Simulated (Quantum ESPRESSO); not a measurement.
# Voltage at the next charge: Ir(100), 5 layers against an electrode

Method. Quantum ESPRESSO 7.5, PBE, GBRV ultrasoft; ESM with bc3, a metal electrode 5.01 Å above the top atoms; cell area 7.373 Å²; ions fixed. V is the potential energy of an electron at the electrode over the slab's Fermi level, divided by e, so that it equals the work function at zero charge; positive charge removes electrons.

| charge (e a cell) | V (V) |
| --- | --- |
| 0 | 5.565 |
| 0.0111 | 6.486 |
| 0.0221 | 7.408 |

One more run was made and is withheld. What is V at a charge of 0.0442 e, and what capacitance do the rows imply?

**Worked estimate.** The last two rows give dV/dq = (7.408 − 6.486)/(0.0221 − 0.0111) = 83.8 V/e, so C = 1602/(7.373 × 83.8) = 2.59 µF/cm², an effective gap of 8.854/2.59 = 3.42 Å. At constant C, V = 7.408 + 83.8 × 0.0221 = 9.26 V.

What the calculation gave: V = 9.287 V; the estimate misses by −0.03 V, 1.4 % of the step. Over the three intervals C goes 2.62, 2.59 and 2.56 µF/cm².

Caveats: Vacuum fills the gap; a dielectric or electrolyte would change C. The slab is thin.
